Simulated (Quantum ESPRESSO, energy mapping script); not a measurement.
## NiO: J from the energies of magnetic orders

How strongly do the moments of NiO couple under PBE+U (6 eV), QE, GBRV? The plan is to run several orders and fit a Heisenberg model.

Method: PBE with U = 6 eV on Ni d, ortho-atomic projectors; plane waves, U on orthogonalised atomic orbitals unless named otherwise, collinear spin, no spin–orbit coupling, in Quantum ESPRESSO 7.5.

The experiments to compare with:

“On the Elastic Anisotropy of the Entropy-Stabilized Oxide (Mg, Co, Ni, Cu, Zn)O” (2020, arxiv:2004.06613) quotes from earlier work for NiO, rock salt (literature value): ordering temperature (Neel temperature) 525 K [literature value quoted in the paper's theory part].

### Step 1. The starting structure

Symmetry: Fm-3m, No. 225, cubic system. The conventional cell has a = 4.172 Å, b = 4.172 Å, c = 4.172 Å, α = 90.00°, β = 90.00°, γ = 90.00°. Ni has 6 O at 2.09 Å nearest. Nearest to O lie 6 Ni at 2.09 Å. Farther neighbours and most contacts between anions are not listed.

A Hubbard U penalises fractional filling of the shell. It raises the cost of virtual hops to the neighbours, so couplings that rest on such hops usually weaken. These runs use Quantum ESPRESSO.

### Step 2. Parallel start in cell A (4 atoms)

The parallel order is the zero of energy for this cell and mesh.

The potential files are GBRV's for PBE; pw.x takes the functional from them.

pw.in

```
&control
  calculation = 'scf'
  prefix = 'pw'
  outdir = './tmp/'
  pseudo_dir = './pseudo/'
  verbosity = 'low'
/
&system
  ibrav = 0
  nat = 4
  ntyp = 2
  ecutwfc = 45
  ecutrho = 360
  nbnd = 38
  occupations = 'smearing'
  smearing = 'fd'
  degauss = 0.00367493
  nspin = 2
  starting_magnetization(1) = 0.1111
/
&electrons
  conv_thr = 1.0e-08
  electron_maxstep = 120
  mixing_beta = 0.3
  mixing_mode = 'plain'
/
ATOMIC_SPECIES
  Ni 58.6934 Ni.upf
  O 15.9990 O.upf
CELL_PARAMETERS angstrom
  0.00000000 -2.08590164 -2.08590164
  0.00000000 2.08590164 -2.08590164
  4.17180328 0.00000000 0.00000000
ATOMIC_POSITIONS crystal
  Ni 0.50000000 0.50000000 0.50000000
  Ni 0.00000000 0.00000000 0.00000000
  O 0.50000000 0.50000000 0.00000000
  O 0.00000000 0.00000000 0.50000000
K_POINTS automatic
  7 7 5 0 0 0
HUBBARD {ortho-atomic}
U Ni-3d 6
```

Launch:

```
$ OMP_NUM_THREADS=1 mpirun -n 8 pw.x -nk 8 -in pw.in > pw.out
```

Output:

```text
Program PWSCF v.7.5 starts
[...]
unit-cell volume          =     244.9842 (a.u.)^3
     number of atoms/cell      =            4
[...]
number of electrons       =        48.00
     number of Kohn-Sham states=           38
     kinetic-energy cutoff     =      45.0000  Ry
     charge density cutoff     =     360.0000  Ry
     scf convergence threshold =      1.0E-08
[...]
Exchange-correlation= SLA  PW   PBE  PBE
[...]
Hubbard projectors: ortho-atomic
     Hubbard parameters of DFT+U (Dudarev formulation) in eV:
[...]
atomic species   magnetization
[...]
16 Sym. Ops., with inversion, found
[...]
number of k points=    30  Fermi-Dirac smearing, width (Ry)=  0.0037
[...]
Number of occupied Hubbard levels =   16.0000
     Atomic wfc used for Hubbard projectors are orthogonalized
[...]
iteration #  1     ecut=    45.00 Ry     beta= 0.30
[...]
Number of occupied Hubbard levels =    8.3180
     total energy              =    -735.69095142 Ry
     estimated scf accuracy    <      53.67424258 Ry
     total magnetization       =     5.43 Bohr mag/cell
     absolute magnetization    =     5.52 Bohr mag/cell
     iteration #  2     ecut=    45.00 Ry     beta= 0.30
[...]
total energy              =    -747.65667742 Ry
     estimated scf accuracy    <      21.16742276 Ry
     total magnetization       =     0.44 Bohr mag/cell
     absolute magnetization    =     0.45 Bohr mag/cell
     iteration #  3     ecut=    45.00 Ry     beta= 0.30
[...]
total energy              =    -750.42506113 Ry
     estimated scf accuracy    <       0.80596674 Ry
     total magnetization       =     4.00 Bohr mag/cell
     absolute magnetization    =     4.04 Bohr mag/cell
     iteration #  4     ecut=    45.00 Ry     beta= 0.30
[...]
total energy              =    -750.82444866 Ry
     estimated scf accuracy    <       0.43042114 Ry
     total magnetization       =     4.00 Bohr mag/cell
     absolute magnetization    =     4.02 Bohr mag/cell
     iteration #  5     ecut=    45.00 Ry     beta= 0.30
[...]
total energy              =    -750.83633108 Ry
     estimated scf accuracy    <       0.01193945 Ry
     total magnetization       =     4.00 Bohr mag/cell
     absolute magnetization    =     4.02 Bohr mag/cell
     iteration #  6     ecut=    45.00 Ry     beta= 0.30
[...]
total energy              =    -750.83845993 Ry
     estimated scf accuracy    <       0.00038743 Ry
     total magnetization       =     4.00 Bohr mag/cell
     absolute magnetization    =     4.03 Bohr mag/cell
     iteration #  7     ecut=    45.00 Ry     beta= 0.30
[...]
total energy              =    -750.83865291 Ry
     estimated scf accuracy    <       0.00020027 Ry
     total magnetization       =     4.00 Bohr mag/cell
     absolute magnetization    =     4.03 Bohr mag/cell
     iteration #  8     ecut=    45.00 Ry     beta= 0.30
[...]
total energy              =    -750.83870538 Ry
     estimated scf accuracy    <       0.00003890 Ry
     total magnetization       =     4.00 Bohr mag/cell
     absolute magnetization    =     4.03 Bohr mag/cell
     iteration #  9     ecut=    45.00 Ry     beta= 0.30
[...]
total energy              =    -750.83870911 Ry
     estimated scf accuracy    <       0.00001098 Ry
     total magnetization       =     4.00 Bohr mag/cell
     absolute magnetization    =     4.03 Bohr mag/cell
     iteration # 10     ecut=    45.00 Ry     beta= 0.30
[...]
total energy              =    -750.83871254 Ry
     estimated scf accuracy    <       0.00000006 Ry
     total magnetization       =     4.00 Bohr mag/cell
     absolute magnetization    =     4.03 Bohr mag/cell
     iteration # 11     ecut=    45.00 Ry     beta= 0.30
[...]
total energy              =    -750.83871335 Ry
     estimated scf accuracy    <       0.00000004 Ry
     total magnetization       =     4.00 Bohr mag/cell
     absolute magnetization    =     4.03 Bohr mag/cell
     iteration # 12     ecut=    45.00 Ry     beta= 0.30
[...]
Magnetic moment per site  (integrated on atomic sphere of radius R)
     atom   1 (R=0.292)  charge= 15.6073  magn=  1.7297
     atom   2 (R=0.292)  charge= 15.6073  magn=  1.7297
     atom   3 (R=0.292)  charge=  5.7391  magn=  0.2094
     atom   4 (R=0.292)  charge=  5.7391  magn=  0.2094
     End of self-consistent calculation
     =================== HUBBARD OCCUPATIONS ===================
     ------------------------ ATOM    1 ------------------------
     Tr[ns(  1)] (up, down, total) =   4.97576  3.22372  8.19947
     Atomic magnetic moment for atom   1 =   1.75204
     SPIN  1
     eigenvalues:
       0.994  0.994  0.994  0.997  0.997
     eigenvectors (columns):
      -0.000 -0.000  0.000  0.500 -0.866
       0.000 -0.269  0.963 -0.000  0.000
       1.000  0.000 -0.000 -0.000 -0.000
      -0.000  0.000 -0.000 -0.866 -0.500
      -0.000  0.963  0.269  0.000  0.000
     occupation matrix ns (before diag.):
       0.997 -0.000 -0.000  0.000  0.000
      -0.000  0.994 -0.000  0.000  0.000
      -0.000 -0.000  0.994  0.000  0.000
       0.000  0.000  0.000  0.997 -0.000
[...]
SPIN  2
     eigenvalues:
[...]
eigenvectors (columns):
[...]
occupation matrix ns (before diag.):
[...]
------------------------ ATOM    2 ------------------------
     Tr[ns(  2)] (up, down, total) =   4.97576  3.22372  8.19947
     Atomic magnetic moment for atom   2 =   1.75204
     SPIN  1
     eigenvalues:
[...]
eigenvectors (columns):
[...]
occupation matrix ns (before diag.):
[...]
SPIN  2
     eigenvalues:
[...]
eigenvectors (columns):
[...]
occupation matrix ns (before diag.):
       0.127 -0.000 -0.000  0.000  0.000
      -0.000  0.990 -0.000  0.000  0.000
      -0.000 -0.000  0.990  0.000  0.000
       0.000  0.000  0.000  0.127 -0.000
       0.000  0.000  0.000 -0.000  0.990
     Number of occupied Hubbard levels =   16.3989
 ------ SPIN UP ------------
          k = 0.0000 0.0000 0.0000 (  1245 PWs)   bands (ev):
   -90.9085 -90.9051 -51.2916 -51.2756 -51.2756 -51.2645 -51.2643 -51.2643
    -5.6397  -4.3618   7.3160   7.6134   7.6135   7.6571   7.9360   8.0809
     8.0809   8.0810   8.7840   9.0135   9.0135  10.4235  10.4235  11.8119
    11.8119  11.8122  15.9633  20.2869  25.1772  26.2663  30.9987  30.9987
    32.1075  33.0314  33.0314  33.0314  36.4195  36.4195
          k = 0.1414 0.0000 0.0000 (  1241 PWs)   bands (ev):
   -90.9082 -90.9054 -51.2890 -51.2745 -51.2745 -51.2671 -51.2654 -51.2654
    -5.4835  -4.4303   6.7823   7.2032   7.3875   7.6439   7.9048   8.0064
     8.0911   8.0911   8.7573   8.7573   9.7710  10.7614  10.7614  11.5676
    11.8021  11.8021  16.9716  20.5728  25.1221  26.4759  30.0580  30.8638
    30.8638  32.0700  32.0700  33.1480  35.8315  38.1260
          k = 0.2828 0.0000 0.0000 (  1241 PWs)   bands (ev):
   -90.9074 -90.9063 -51.2823 -51.2739 -51.2717 -51.2717 -51.2682 -51.2682
    -5.0950  -4.6804   6.2008   6.4649   7.5761   7.7239   7.8125   7.8235
[...]
30.7169  30.7169  31.0434  31.0434  39.8098  40.8634
          k = 0.0000 0.1010-0.1010 (  1252 PWs)   bands (ev):
[...]
31.5561  31.6446  33.2477  34.2288  34.6449  36.6141
          k = 0.1414 0.1010-0.1010 (  1245 PWs)   bands (ev):
[...]
31.6971  31.7030  31.8760  34.4927  34.9989  36.3553
          k = 0.2828 0.1010-0.1010 (  1237 PWs)   bands (ev):
[...]
30.2641  30.5663  32.0841  32.9374  37.8303  39.0788
          k = 0.0000 0.2020-0.2020 (  1244 PWs)   bands (ev):
[...]
29.9615  31.6030  33.3620  33.9200  36.2382  37.7408
          k = 0.1414 0.2020-0.2020 (  1249 PWs)   bands (ev):
[...]
29.9359  30.4728  33.7618  34.9226  35.6598  37.2497
          k = 0.2828 0.2020-0.2020 (  1239 PWs)   bands (ev):
[...]
29.2437  29.4347  34.6184  35.0855  36.6681  38.4357
          k = 0.0000 0.3030-0.3030 (  1242 PWs)   bands (ev):
[...]
29.4862  29.9365  35.1092  36.2222  36.8952  38.3005
          k = 0.1414 0.3030-0.3030 (  1248 PWs)   bands (ev):
[...]
k = 0.2828 0.3030-0.3030 (  1240 PWs)   bands (ev):
[...]
k = 0.0000 0.0000-0.2020 (  1237 PWs)   bands (ev):
[...]
[... cut ...]
[...]
------ SPIN DOWN ----------
          k = 0.0000 0.0000 0.0000 (  1245 PWs)   bands (ev):
[...]
k = 0.1414 0.0000 0.0000 (  1241 PWs)   bands (ev):
[...]
k = 0.2828 0.0000 0.0000 (  1241 PWs)   bands (ev):
[...]
k = 0.1414 0.1010-0.5051 (  1257 PWs)   bands (ev):
[...]
30.2818  30.5540  32.6930  33.4871  40.3965  42.0245
          k = 0.2828 0.1010-0.5051 (  1261 PWs)   bands (ev):
[...]
29.5703  29.7606  35.2100  35.2942  38.4751  38.6850
          k = 0.0000 0.0000-0.6061 (  1246 PWs)   bands (ev):
[...]
30.9012  31.3308  31.3309  32.0238  43.4646  43.6771
          k = 0.1414 0.0000-0.6061 (  1262 PWs)   bands (ev):
[...]
16.7886  16.8856  21.6637  21.7830  25.3393  25.3926  25.7989  26.2310
    30.4851  30.8335  32.3857  32.4959  41.8185  42.1531
          k = 0.2828 0.0000-0.6061 (  1255 PWs)   bands (ev):
   -88.4886 -88.4885 -48.9446 -48.9435 -48.9403 -48.9380 -48.9311 -48.9307
    -3.5719  -3.5407   7.7710   7.8748   7.9652   8.1341   9.9849  10.0190
    10.2858  10.3407  10.8412  10.9036  11.0251  11.2066  16.5845  16.6606
    17.1695  17.1902  23.1300  23.2213  24.9380  24.9763  25.3316  25.5568
    28.9503  29.1674  34.9663  35.0727  38.3338  38.3498
     the Fermi energy is    14.7826 ev
!    total energy              =    -750.83871411 Ry
     estimated scf accuracy    <          3.1E-09 Ry
     smearing contrib. (-TS)   =      -0.00000000 Ry
     internal energy E=F+TS    =    -750.83871411 Ry
     The total energy is F=E-TS. E is the sum of the following terms:
     one-electron contribution =    -431.78612332 Ry
     hartree contribution      =     245.21071529 Ry
     xc contribution           =     -85.93810609 Ry
     ewald contribution        =    -478.44661533 Ry
     Hubbard energy            =       0.12141534 Ry
     total magnetization       =     4.00 Bohr mag/cell
     absolute magnetization    =     4.03 Bohr mag/cell
     convergence has been achieved in  12 iterations
=------------------------------------------------------------------------------=
   JOB DONE.
=------------------------------------------------------------------------------=
```

The job ended after 15 s (8 MPI ranks of Arm Neoverse N1, shared host; peak memory 0.65 GiB).

Spin moment in the sphere by atom:

```
atom  spin moment in the sphere (μB)
 Ni1                            1.73
 Ni2                            1.73
  O3                            0.21
  O4                            0.21
```

The run ends ferromagnetic.

### Step 3. Compensated +− start in cell A (4 atoms)

This order reverses 8 of the 12 neighbours at 2.95 Å, 0 of the 6 neighbours at 4.17 Å and 16 of the 24 neighbours at 5.11 Å, counted for an average magnetic atom.

pw.in, as its differences from that of step 2:

```diff
@@ -10,6 +10,6 @@
   nat = 4
-  ntyp = 2
+  ntyp = 3
   ecutwfc = 45
   ecutrho = 360
-  nbnd = 38
+  nbnd = 36
   occupations = 'smearing'
@@ -19,2 +19,3 @@
   starting_magnetization(1) = 0.1111
+  starting_magnetization(2) = -0.1111
 /
@@ -27,3 +28,4 @@
 ATOMIC_SPECIES
-  Ni 58.6934 Ni.upf
+  Ni1 58.6934 Ni.upf
+  Ni2 58.6934 Ni.upf
   O 15.9990 O.upf
@@ -34,4 +36,4 @@
 ATOMIC_POSITIONS crystal
-  Ni 0.50000000 0.50000000 0.50000000
-  Ni 0.00000000 0.00000000 0.00000000
+  Ni1 0.50000000 0.50000000 0.50000000
+  Ni2 0.00000000 0.00000000 0.00000000
   O 0.50000000 0.50000000 0.00000000
@@ -41,2 +43,3 @@
 HUBBARD {ortho-atomic}
-U Ni-3d 6
+U Ni1-3d 6
+U Ni2-3d 6
```

Output:

```text
[banner, memory and clock lines left out]
Program PWSCF v.7.5 starts
[...]
unit-cell volume          =     244.9842 (a.u.)^3
     number of atoms/cell      =            4
[...]
number of electrons       =        48.00
     number of Kohn-Sham states=           36
     kinetic-energy cutoff     =      45.0000  Ry
     charge density cutoff     =     360.0000  Ry
     scf convergence threshold =      1.0E-08
[...]
Exchange-correlation= SLA  PW   PBE  PBE
[...]
Hubbard projectors: ortho-atomic
     Hubbard parameters of DFT+U (Dudarev formulation) in eV:
[...]
atomic species   magnetization
[...]
16 Sym. Ops., with inversion, found
[...]
number of k points=    30  Fermi-Dirac smearing, width (Ry)=  0.0037
[...]
Number of occupied Hubbard levels =   16.0000
     Atomic wfc used for Hubbard projectors are orthogonalized
[...]
iteration #  1     ecut=    45.00 Ry     beta= 0.30
[...]
Number of occupied Hubbard levels =    8.2220
     total energy              =    -735.32622020 Ry
     estimated scf accuracy    <      54.38871628 Ry
     total magnetization       =    -0.00 Bohr mag/cell
     absolute magnetization    =     5.19 Bohr mag/cell
     iteration #  2     ecut=    45.00 Ry     beta= 0.30
[...]
total energy              =    -747.63785143 Ry
     estimated scf accuracy    <      21.73213869 Ry
     total magnetization       =    -0.00 Bohr mag/cell
     absolute magnetization    =     0.30 Bohr mag/cell
     iteration #  3     ecut=    45.00 Ry     beta= 0.30
[...]
total energy              =    -750.41596896 Ry
     estimated scf accuracy    <       0.82016870 Ry
     total magnetization       =     0.00 Bohr mag/cell
     absolute magnetization    =     3.83 Bohr mag/cell
[...]
total energy              =    -750.83714511 Ry
[...]
iteration # 12     ecut=    45.00 Ry     beta= 0.30
[...]
total energy              =    -750.83714556 Ry
     estimated scf accuracy    <       0.00000004 Ry
     total magnetization       =     0.00 Bohr mag/cell
     absolute magnetization    =     3.82 Bohr mag/cell
     iteration # 13     ecut=    45.00 Ry     beta= 0.30
[...]
Magnetic moment per site  (integrated on atomic sphere of radius R)
     atom   1 (R=0.292)  charge= 15.6045  magn=  1.7377
     atom   2 (R=0.292)  charge= 15.6045  magn= -1.7377
     atom   3 (R=0.292)  charge=  5.7410  magn= -0.0712
[...]
SPIN  2
     eigenvalues:
[...]
eigenvectors (columns):
[...]
occupation matrix ns (before diag.):
[...]
------------------------ ATOM    2 ------------------------
     Tr[ns(  2)] (up, down, total) =   3.21815  4.97544  8.19359
     Atomic magnetic moment for atom   2 =  -1.75729
     SPIN  1
     eigenvalues:
[...]
eigenvectors (columns):
[...]
occupation matrix ns (before diag.):
[...]
SPIN  2
     eigenvalues:
[...]
eigenvectors (columns):
[...]
occupation matrix ns (before diag.):
[...]
0.000  0.000  0.000  0.997 -0.000
       0.000  0.000  0.000 -0.000  0.994
     Number of occupied Hubbard levels =   16.3872
 ------ SPIN UP ------------
          k = 0.0000 0.0000 0.0000 (  1245 PWs)   bands (ev):
   -90.9412 -88.5155 -51.3128 -51.3029 -51.3029 -48.9593 -48.9499 -48.9499
    -5.4649  -3.9789   7.5464   7.7414   7.8043   8.1592   8.3585   8.3585
     9.0302  10.0453  10.0453  10.6047  10.6047  12.0208  12.0313  12.0313
[...]
32.0640  33.1942  33.1942  33.2002
          k = 0.1414 0.0000 0.0000 (  1241 PWs)   bands (ev):
[...]
31.0520  32.2545  32.2545  33.4536
          k = 0.2828 0.0000 0.0000 (  1241 PWs)   bands (ev):
[...]
30.8673  30.8673  31.2529  31.2529
          k = 0.0000 0.1010-0.1010 (  1252 PWs)   bands (ev):
[...]
k = 0.1414 0.1010-0.1010 (  1245 PWs)   bands (ev):
[...]
k = 0.2828 0.1010-0.1010 (  1237 PWs)   bands (ev):
[...]
[... cut ...]
[...]
------ SPIN DOWN ----------
          k = 0.0000 0.0000 0.0000 (  1245 PWs)   bands (ev):
[...]
k = 0.1414 0.0000 0.0000 (  1241 PWs)   bands (ev):
[...]
k = 0.2828 0.0000 0.0000 (  1241 PWs)   bands (ev):
[...]
k = 0.1414 0.0000-0.6061 (  1262 PWs)   bands (ev):
[...]
30.2134  30.6636  32.1772  32.2979
          k = 0.2828 0.0000-0.6061 (  1255 PWs)   bands (ev):
[...]
9.0461   9.8218   9.9378  10.1658  10.6864  10.8602  10.9312  11.9254
    16.6172  17.1678  22.6018  23.1248  24.7537  24.8103  25.1758  25.4024
    28.6642  29.0111  34.7771  34.8974
     the Fermi energy is    14.7749 ev
!    total energy              =    -750.83714599 Ry
     estimated scf accuracy    <          4.5E-10 Ry
     smearing contrib. (-TS)   =      -0.00000000 Ry
     internal energy E=F+TS    =    -750.83714599 Ry
     The total energy is F=E-TS. E is the sum of the following terms:
     one-electron contribution =    -431.73336594 Ry
     hartree contribution      =     245.15809071 Ry
     xc contribution           =     -85.93445364 Ry
     ewald contribution        =    -478.44661533 Ry
     Hubbard energy            =       0.11919821 Ry
     total magnetization       =    -0.00 Bohr mag/cell
     absolute magnetization    =     3.82 Bohr mag/cell
     convergence has been achieved in  13 iterations
```

It took 16 s on 8 MPI ranks; peak memory 0.67 GiB; 2.1 min of CPU time.

Spin moment in the sphere by atom:

```
atom  spin moment in the sphere (μB)
 Ni1                            1.74
 Ni2                           -1.74
  O3                           -0.07
  O4                            0.07
```

The run ends antiferromagnetic, 10.67 meV a magnetic atom above the parallel order of its cell.

### Step 4. Order 3: parallel, cell B of 4 atoms

The parallel order again, as the reference for this cell.

This run holds the same structure in another cell (c 4.172 → 5.109 Å, α 90.0 → 73.2°, β 90.0 → 73.2°, γ 90.0 → 60.0°).

pw.in

```
&control
  calculation = 'scf'
  prefix = 'pw'
  outdir = './tmp/'
  pseudo_dir = './pseudo/'
  verbosity = 'low'
/
&system
  ibrav = 0
  nat = 4
  ntyp = 2
  ecutwfc = 45
  ecutrho = 360
  nbnd = 38
  occupations = 'smearing'
  smearing = 'fd'
  degauss = 0.00367493
  nspin = 2
  starting_magnetization(1) = 0.1111
/
&electrons
  conv_thr = 1.0e-08
  electron_maxstep = 120
  mixing_beta = 0.3
  mixing_mode = 'plain'
/
ATOMIC_SPECIES
  Ni 58.6934 Ni.upf
  O 15.9990 O.upf
CELL_PARAMETERS angstrom
  0.00000000 -2.08590164 -2.08590164
  -2.08590164 0.00000000 -2.08590164
  2.08590164 2.08590164 -4.17180328
ATOMIC_POSITIONS crystal
  Ni 0.50000000 0.50000000 0.50000000
  Ni 0.00000000 0.00000000 0.00000000
  O 0.75000000 0.75000000 0.75000000
  O 0.25000000 0.25000000 0.25000000
K_POINTS automatic
  8 8 8 0 0 0
HUBBARD {ortho-atomic}
U Ni-3d 6
```

Output:

```text
[banner, memory and clock lines left out]
Program PWSCF v.7.5 starts
[...]
unit-cell volume          =     244.9842 (a.u.)^3
     number of atoms/cell      =            4
[...]
number of electrons       =        48.00
     number of Kohn-Sham states=           38
     kinetic-energy cutoff     =      45.0000  Ry
     charge density cutoff     =     360.0000  Ry
[...]
The total energy is F=E-TS. E is the sum of the following terms:
     one-electron contribution =    -431.78724699 Ry
     hartree contribution      =     245.21178076 Ry
     xc contribution           =     -85.93811725 Ry
     ewald contribution        =    -478.44661533 Ry
     Hubbard energy            =       0.12146343 Ry
     total magnetization       =     4.00 Bohr mag/cell
     absolute magnetization    =     4.03 Bohr mag/cell
     convergence has been achieved in  12 iterations
[key lines of the parts left out:]
!    total energy              =    -750.83873537 Ry
the Fermi energy is    14.7689 ev
```

Run time: 31 s. Hardware: 8 MPI ranks; peak memory 0.75 GiB; 4.1 min of CPU time.

The run ends ferromagnetic. For each magnetic atom its energy differs from the parallel run of the first cell by -0.14 meV, an error that one common reference would have brought in.

(Part 1 of 3 ends here.)

[Logs and program files are shortened in this print: banners, set-up blocks, solver, clock and traceback lines can be left out without a mark of their own.]

[Logs are printed without paths, hosts, clocks, repeated set-up lines and the standing remarks that a program may print on its own settings, such as how far it seeks lower states.]

[Hosts, paths, dates, database ids (printed as entryN), source tags and the programs' standing remarks are cut or masked in the printed files.]

[Where a cell is said to come from a database of computed structures, the database is the Materials Project.]
